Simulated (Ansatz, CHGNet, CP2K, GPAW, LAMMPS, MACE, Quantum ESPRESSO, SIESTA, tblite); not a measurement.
# Amorphous carbon (100 atoms) in CP2K, part 2 of 3

Wanted: CP2K inputs and outputs for amorphous carbon (100 atoms), checked against a plane-wave reference.

Program: CP2K 2026.2; the method stands at each step. Banners, paths, timers and routine set-up lines are dropped from the logs unmarked, and long logs keep their key lines alone; longer cuts are marked.

So far. Step 2 (PBE, DZVP-MOLOPT-SR, 450/50 Ry, diagonalisation): Forces lie 2.8 % from the reference's, at 6.9 times its CPU time (on 4 against 8 cores). Step 3 (PBE, TZVP-MOLOPT, 450/50 Ry, diagonalisation): Against the first run (2.8 %), the force difference from the reference is 1.7 %, at 13 times the CPU time, with 1700 basis functions against 1300: the larger basis brings the forces nearer.

### Step 4. PBE, SZV-MOLOPT-SR, 450/50 Ry, diagonalisation

Method: Kohn-Sham DFT, PBE, GTH-PBE pseudopotentials, Gaussian and plane waves, SZV-MOLOPT-SR-GTH, diagonalisation.

Contents of input.inp:

```
&GLOBAL
  PROJECT cell
  RUN_TYPE ENERGY_FORCE
  PRINT_LEVEL LOW
&END GLOBAL
&FORCE_EVAL
  METHOD QS
  STRESS_TENSOR ANALYTICAL
  &DFT
    BASIS_SET_FILE_NAME BASIS_MOLOPT
    POTENTIAL_FILE_NAME GTH_POTENTIALS
    &MGRID
      CUTOFF 450
      REL_CUTOFF 50
    &END MGRID
    &QS
      EPS_DEFAULT 1.0E-12
    &END QS
    &SCF
      SCF_GUESS ATOMIC
      EPS_SCF 1.0E-06
      MAX_SCF 200
      ADDED_MOS 45
      &DIAGONALIZATION
        ALGORITHM STANDARD
      &END DIAGONALIZATION
      &SMEAR ON
        METHOD FERMI_DIRAC
        ELECTRONIC_TEMPERATURE [K] 580
      &END SMEAR
      &MIXING
        METHOD BROYDEN_MIXING
        ALPHA 0.15
        NBROYDEN 8
      &END MIXING
      &PRINT
        &RESTART OFF
        &END RESTART
      &END PRINT
    &END SCF
    &XC
      &XC_FUNCTIONAL PBE
      &END XC_FUNCTIONAL
    &END XC
    &PRINT
      &MULLIKEN ON
      &END MULLIKEN
      &LOWDIN ON
      &END LOWDIN
      &MO ON
        EIGENVALUES T
        OCCUPATION_NUMBERS T
        MO_INDEX_RANGE 189 212
        &EACH
          QS_SCF 0
        &END EACH
        ADD_LAST NUMERIC
      &END MO
    &END PRINT
  &END DFT
  &SUBSYS
    &CELL
      A 10.46950 0.00000 0.00000
      B 0.00000 10.46950 0.00000
      C 0.00000 0.00000 10.46950
    &END CELL
    &COORD
      SCALED
      C 0.46867 0.08807 0.66176
      C 0.29458 0.56485 0.37092
      C 0.26900 0.79303 0.20754
      C 0.25985 0.93802 0.61120
      C 0.40165 0.96118 0.61551
      C 0.76942 0.20338 0.78821
      C 0.68287 0.22402 0.89507
      C 0.19125 0.12554 0.70873
      C 0.60707 0.31261 0.62696
      C 0.40065 0.36338 0.43904
      C 0.38697 0.86635 0.01807
      C 0.46961 0.83509 0.59737
      C 0.95579 0.41607 0.24420
      C 0.90810 0.81193 0.23382
      C 0.58458 0.56400 0.64627
      C 0.52456 0.79083 0.48082
      C 0.68648 0.65278 0.61375
      C 0.47656 0.60989 0.71470
      C 0.81407 0.70230 0.66635
      C 0.63071 0.37543 0.07481
[... 76 atom lines left out ...]
      C 0.78627 0.80747 0.31027
      C 0.84226 0.49023 0.79639
      C 0.43704 0.74674 0.38123
      C 0.27522 0.78170 0.06615
    &END COORD
    &KIND C
      BASIS_SET SZV-MOLOPT-SR-GTH-q4
      POTENTIAL GTH-PBE-q4
    &END KIND
  &END SUBSYS
  &PRINT
    &FORCES ON
    &END FORCES
    &STRESS_TENSOR ON
    &END STRESS_TENSOR
  &END PRINT
&END FORCE_EVAL
```

Started as:

```console
> OMP_NUM_THREADS=1 cp2k.psmp -i input.inp > output.txt
```

Numbers of over 12 decimals in the logs are rounded to 6 here.

Output:

```text
CP2K| version string:                                       CP2K version 2026.2
 CP2K| Input file name                                                 input.inp
 GLOBAL| Basis set file name                                        BASIS_MOLOPT
 GLOBAL| Potential file name                                      GTH_POTENTIALS
 GLOBAL| Run type                                                   ENERGY_FORCE
 GLOBAL| Total number of message passing processes                             1
 GLOBAL| Number of threads for this process                                    1
[... lines left out ...]
                        Smear method:                                FERMI_DIRAC
[... lines left out ...]
 Number of electrons:                                                        400
[... lines left out ...]
  Step     Update method      Time    Convergence         Total energy    Change
[... lines left out ...]
  *** SCF run converged in    32 steps ***
[... lines left out ...]
  Fermi energy:                                                 0.160500
  Total energy:                                              -563.328554
  Total energy (extrapolated to T->0):                       -563.324680
[... lines left out ...]
 MO| E(Fermi):            0.160500 a.u.          4.367416 eV
[... lines left out ...]
      99     C        1          3.991498                              0.008502
     100     C        1          3.993123                              0.006877
 # Total charge                            400.000000                  0.000000
 ENERGY| Total FORCE_EVAL ( QS ) energy [hartree]           -563.328553
 FORCES| Atomic forces [hartree/bohr]
 FORCES|   Atom     x               y               z               |f|
 FORCES|      1  3.97780558E-03  2.94458666E-02 -1.90486253E-02   3.52949306E-02
 FORCES|      2  5.21192976E-02  2.65176170E-02 -2.24119454E-03   5.85203225E-02
 FORCES|      3 -3.59965498E-04 -1.76033531E-02 -5.05170814E-02   5.34975059E-02
[...]
FORCES|     99  3.16029310E-03  9.64613152E-02 -2.49112881E-02   9.96762010E-02
 FORCES|    100 -1.55600195E-02 -2.87923933E-02 -8.67302499E-02   9.26997970E-02
 FORCES| Sum    -9.84134812E-05 -4.90076548E-05  4.27946000E-05
 FORCES| Total atomic force                                       1.17976020E-04
 STRESS| Analytical stress tensor [bar]
 STRESS|                        x                   y                   z
 STRESS|      x       -1.16042938922E+05  -3.01435359701E+04  -3.51235292188E+04
 STRESS|      y       -3.01435359701E+04  -5.20907342459E+04  -2.59220363052E+04
 STRESS|      z       -3.51235292188E+04  -2.59220363052E+04  -8.59802361666E+04
 STRESS| 1/3 Trace                                            -8.47046364448E+04
```

Elapsed: 3 min, on 1 thread of Arm Neoverse V2, shared host; peak memory 1.8 GiB.

Numbers from this run, and their distance from the reference:

| Quantity | Value |
| --- | --- |
| r.m.s. force component | 1.879 eV/Å |
| r.m.s. difference of force components | 517.4 meV/Å |
| longest difference of force vectors | 1874 meV/Å |
| force difference over r.m.s. force | 36.31 % |
| slope of forces against the reference's | 1.304 |
| correlation of force components | 0.9886 |
| pressure | -8.47 GPa |
| pressure difference | 5.185 GPa |

This is a coarse setting, run to see what it loses.

Against the first run (2.8 %), the force difference from the reference is 36 %, at 0.58 times the CPU time (on 1 against 4 cores), with 400 basis functions against 1300: the smaller basis costs accuracy.

### Step 5. PBE, DZVP-MOLOPT-SR, 450/20 Ry, diagonalisation

Method: Kohn-Sham DFT, PBE, GTH-PBE pseudopotentials, Gaussian and plane waves, DZVP-MOLOPT-SR-GTH, diagonalisation.

input.inp, as its differences from that of step 4:

```diff
@@ -13,3 +13,3 @@
       CUTOFF 450
-      REL_CUTOFF 50
+      REL_CUTOFF 20
     &END MGRID
@@ -66,8 +66,8 @@
     &END CELL
-    &COORD
-      SCALED
-[... 100 atom lines left out: the same atoms as in the first run ...]
-    &END COORD
+    &TOPOLOGY
+      COORD_FILE_NAME structure.xyz
+      COORD_FILE_FORMAT XYZ
+    &END TOPOLOGY
     &KIND C
-      BASIS_SET SZV-MOLOPT-SR-GTH-q4
+      BASIS_SET DZVP-MOLOPT-SR-GTH-q4
       POTENTIAL GTH-PBE-q4
```

Contents of structure.xyz:

```xyz
100

[... 100 atom lines left out: the same atoms as in the first run ...]
```

Started as:

```console
> OMP_NUM_THREADS=1 mpirun -np 4 cp2k.psmp -i input.inp > output.txt
```

Output:

```text
CP2K| version string:                                       CP2K version 2026.2
 CP2K| Input file name                                                 input.inp
 GLOBAL| Basis set file name                                        BASIS_MOLOPT
 GLOBAL| Potential file name                                      GTH_POTENTIALS
 GLOBAL| Run type                                                   ENERGY_FORCE
 GLOBAL| Total number of message passing processes                             4
 GLOBAL| Number of threads for this process                                    1
 TOTAL NUMBERS AND MAXIMUM NUMBERS
  Total number of            - Atomic kinds:                                   1
                             - Atoms:                                        100
[... lines left out ...]
                        Smear method:                                FERMI_DIRAC
[... lines left out ...]
 Number of electrons:                                                        400
[... lines left out ...]
  Step     Update method      Time    Convergence         Total energy    Change
[... lines left out ...]
  *** SCF run converged in    24 steps ***
[... lines left out ...]
  Fermi energy:                                                 0.119451
  Total energy:                                              -565.791058
  Total energy (extrapolated to T->0):                       -565.786588
[... lines left out ...]
 MO| E(Fermi):            0.119451 a.u.          3.250415 eV
[... lines left out ...]
       1     C        1          4.027103                             -0.027103
       2     C        1          3.988921                              0.011079
       3     C        1          4.030681                             -0.030681
[...]
# Total charge                            400.000000                  0.000000
 !-----------------------------------------------------------------------------!
 LOWDIN POPULATION ANALYSIS
 #  Atom  Element  Kind  Atomic population                           Net charge
[...]
99     C        1          4.028711                             -0.028711
     100     C        1          3.961742                              0.038258
 # Total charge                            400.000000                  0.000000
 ENERGY| Total FORCE_EVAL ( QS ) energy [hartree]           -565.791095
 FORCES| Atomic forces [hartree/bohr]
 FORCES|   Atom     x               y               z               |f|
 FORCES|      1  1.38768971E-03  2.72042537E-02 -1.52034664E-02   3.11952319E-02
 FORCES|      2  4.12047435E-02  1.59753341E-02 -1.26365921E-03   4.42112997E-02
 FORCES|      3 -1.91910366E-03 -1.69239590E-02 -3.62398182E-02   4.00428242E-02
[...]
FORCES|     99 -3.22742062E-03  7.27382662E-02 -2.35913850E-02   7.65364296E-02
 FORCES|    100 -5.32826103E-03 -1.90538745E-02 -7.15431024E-02   7.42284043E-02
 FORCES| Sum    -6.54204747E-03 -5.25529282E-03  4.12508909E-04
 FORCES| Total atomic force                                       8.40158624E-03
 STRESS| Analytical stress tensor [bar]
 STRESS|                        x                   y                   z
 STRESS|      x       -1.56146682330E+05  -2.54652474571E+04  -3.00664198600E+04
 STRESS|      y       -2.54652474571E+04  -1.01872196180E+05  -1.73511541613E+04
 STRESS|      z       -3.00664198600E+04  -1.73511541613E+04  -1.28964402850E+05
 STRESS| 1/3 Trace                                            -1.28994427120E+05
```

Elapsed: 53 s, on 4 MPI ranks; peak memory 2.8 GiB.

Numbers from this run, and their distance from the reference:

```yaml
r_m_s_force_component: 1.445 eV/Å
r_m_s_difference_of_force_components: 48.5 meV/Å
longest_difference_of_force_vectors: 224.2 meV/Å
force_difference_over_r_m_s_force: 3.403 %
slope_of_forces_against_the_reference_s: 1.013
correlation_of_force_components: 0.9995
pressure: -12.9 GPa
pressure_difference: 0.7565 GPa
energy_less_the_same_level_run_s: -4.07 meV/atom
r_m_s_force_difference_from_the_same_level_run: 26.38 meV/Å
```

This is a coarse setting, run to see what it loses.

Against the first run (2.8 %), the force difference from the reference is 3.4 %, at 0.69 times the CPU time: the grid matters here.

### Step 6. revPBE, PBE potentials, DZVP-MOLOPT-SR, 450/50 Ry, diagonalisation

Method: Kohn-Sham DFT, revPBE, GTH-PBE pseudopotentials, Gaussian and plane waves, DZVP-MOLOPT-SR-GTH, diagonalisation.

input.inp, as its differences from that of step 5:

```diff
@@ -13,3 +13,3 @@
       CUTOFF 450
-      REL_CUTOFF 20
+      REL_CUTOFF 50
     &END MGRID
@@ -41,3 +41,6 @@
     &XC
-      &XC_FUNCTIONAL PBE
+      &XC_FUNCTIONAL
+        &PBE
+          PARAMETRIZATION REVPBE
+        &END PBE
       &END XC_FUNCTIONAL
@@ -66,6 +69,5 @@
     &END CELL
-    &TOPOLOGY
-      COORD_FILE_NAME structure.xyz
-      COORD_FILE_FORMAT XYZ
-    &END TOPOLOGY
+    &COORD
+[... 100 atom lines left out: the same atoms as in the first run ...]
+    &END COORD
     &KIND C
```

Output:

```text
CP2K| version string:                                       CP2K version 2026.2
 CP2K| Input file name                                                 input.inp
 GLOBAL| Basis set file name                                        BASIS_MOLOPT
 GLOBAL| Potential file name                                      GTH_POTENTIALS
 GLOBAL| Run type                                                   ENERGY_FORCE
 GLOBAL| Total number of message passing processes                             4
 GLOBAL| Number of threads for this process                                    1
[... lines left out ...]
                        Smear method:                                FERMI_DIRAC
[... lines left out ...]
 Number of electrons:                                                        400
[... lines left out ...]
  Step     Update method      Time    Convergence         Total energy    Change
[... lines left out ...]
  *** SCF run converged in    24 steps ***
[... lines left out ...]
  Fermi energy:                                                 0.120889
  Total energy:                                              -566.145879
  Total energy (extrapolated to T->0):                       -566.141428
[... lines left out ...]
 MO| E(Fermi):            0.120889 a.u.          3.289544 eV
[... lines left out ...]
      99     C        1          4.027563                             -0.027563
     100     C        1          3.961352                              0.038648
 # Total charge                            400.000000                  0.000000
 ENERGY| Total FORCE_EVAL ( QS ) energy [hartree]           -566.145909
 FORCES| Atomic forces [hartree/bohr]
 FORCES|   Atom     x               y               z               |f|
 FORCES|      1  2.30946590E-03  2.73246784E-02 -1.50463235E-02   3.12788033E-02
 FORCES|      2  4.13904865E-02  1.57589330E-02 -2.13439629E-03   4.43404103E-02
 FORCES|      3 -1.78801876E-03 -1.56303021E-02 -3.67300190E-02   3.99574480E-02
[...]
FORCES|     99 -2.70525371E-03  7.25019132E-02 -2.34747375E-02   7.62555514E-02
 FORCES|    100 -5.39011909E-03 -1.90693898E-02 -7.13244016E-02   7.40261121E-02
 FORCES| Sum    -1.07192982E-03  4.23655073E-04  1.03426861E-03
 FORCES| Total atomic force                                       1.54862156E-03
 STRESS| Analytical stress tensor [bar]
 STRESS|                        x                   y                   z
 STRESS|      x       -1.51703080636E+05  -2.59411996050E+04  -3.03920234276E+04
 STRESS|      y       -2.59411996050E+04  -9.80095043189E+04  -1.74965165031E+04
 STRESS|      z       -3.03920234276E+04  -1.74965165031E+04  -1.24328456038E+05
 STRESS| 1/3 Trace                                            -1.24680346998E+05
```

Wall time 76 s (4 MPI ranks); peak memory 2.8 GiB; 5.1 min of CPU time.

Against the reference:

```
r.m.s. force component                  : 1.446 eV/Å
r.m.s. difference of force components   : 39.53 meV/Å
longest difference of force vectors     : 152.3 meV/Å
force difference over r.m.s. force      : 2.774 %
slope of forces against the reference's : 1.015
correlation of force components         : 0.9997
pressure                                : -12.47 GPa
pressure difference                     : 1.188 GPa
```

Against the first run (2.8 %), the force difference from the reference is 2.8 %, at 0.99 times the CPU time; the model has changed, so this is no error of the program alone.

### Step 7. TPSS, PBE potentials, DZVP-MOLOPT-SR, 450/50 Ry, diagonalisation

Method: Kohn-Sham DFT, TPSS, GTH-PBE pseudopotentials, Gaussian and plane waves, DZVP-MOLOPT-SR-GTH, diagonalisation.

input.inp, as its differences from that of step 6:

```diff
@@ -41,6 +41,3 @@
     &XC
-      &XC_FUNCTIONAL
-        &PBE
-          PARAMETRIZATION REVPBE
-        &END PBE
+      &XC_FUNCTIONAL TPSS
       &END XC_FUNCTIONAL
```

Output:

```text
CP2K| version string:                                       CP2K version 2026.2
 CP2K| Input file name                                                 input.inp
 GLOBAL| Basis set file name                                        BASIS_MOLOPT
 GLOBAL| Potential file name                                      GTH_POTENTIALS
 GLOBAL| Run type                                                   ENERGY_FORCE
 GLOBAL| Total number of message passing processes                             4
 GLOBAL| Number of threads for this process                                    1
[... lines left out ...]
                        Smear method:                                FERMI_DIRAC
[... lines left out ...]
 Number of electrons:                                                        400
[... lines left out ...]
  Step     Update method      Time    Convergence         Total energy    Change
[... lines left out ...]
  *** SCF run converged in    23 steps ***
[... lines left out ...]
  Fermi energy:                                                 0.121816
  Total energy:                                              -565.110225
  Total energy (extrapolated to T->0):                       -565.106022
[... lines left out ...]
 MO| E(Fermi):            0.121816 a.u.          3.314773 eV
[... lines left out ...]
      99     C        1          4.027783                             -0.027783
     100     C        1          3.960555                              0.039445
 # Total charge                            400.000000                  0.000000
 ENERGY| Total FORCE_EVAL ( QS ) energy [hartree]           -565.110290
 FORCES| Atomic forces [hartree/bohr]
 FORCES|   Atom     x               y               z               |f|
 FORCES|      1  2.38459598E-03  2.87080587E-02 -1.60260464E-02   3.29647251E-02
 FORCES|      2  4.27751431E-02  1.66426739E-02 -2.62735885E-03   4.59738456E-02
 FORCES|      3 -9.54498472E-04 -1.58605817E-02 -3.70776219E-02   4.03388047E-02
[...]
FORCES|     99 -3.07737810E-03  7.38604834E-02 -2.31185041E-02   7.74551903E-02
 FORCES|    100 -5.76225233E-03 -2.08037562E-02 -7.32253222E-02   7.63409958E-02
 FORCES| Sum     2.38855737E-03 -1.66676331E-03 -2.00770415E-03
 FORCES| Total atomic force                                       3.53753901E-03
 STRESS| Analytical stress tensor [bar]
 STRESS|                        x                   y                   z
 STRESS|      x       -1.54531479643E+05  -2.48435152482E+04  -2.98514401523E+04
 STRESS|      y       -2.48435152482E+04  -1.01218589782E+05  -1.79299768414E+04
 STRESS|      z       -2.98514401523E+04  -1.79299768414E+04  -1.28993075359E+05
 STRESS| 1/3 Trace                                            -1.28247714928E+05
```

The job ended after 3.4 min (4 MPI ranks; peak memory 2.9 GiB; 13 min of CPU time).

Against the reference:

```
r.m.s. force component                  : 1.475 eV/Å
r.m.s. difference of force components   : 64.69 meV/Å
longest difference of force vectors     : 229 meV/Å
force difference over r.m.s. force      : 4.539 %
slope of forces against the reference's : 1.035
correlation of force components         : 0.9996
pressure                                : -12.82 GPa
pressure difference                     : 0.8311 GPa
```

Against the first run (2.8 %), the force difference from the reference is 4.5 %, at 2.6 times the CPU time; the model has changed, so this is no error of the program alone.

(Continued in part 3 of 3.)

[Also dropped from logs without a mark: logging warnings of Python, and SIESTA's first energy breakdown and zero terms.]

[Logs are printed without paths, hosts, clocks, repeated set-up lines and the standing remarks that a program may print on its own settings, such as how far it seeks lower states.]

[Hosts, paths, dates, database ids (printed as entryN), source tags and the programs' standing remarks are cut or masked in the printed files.]
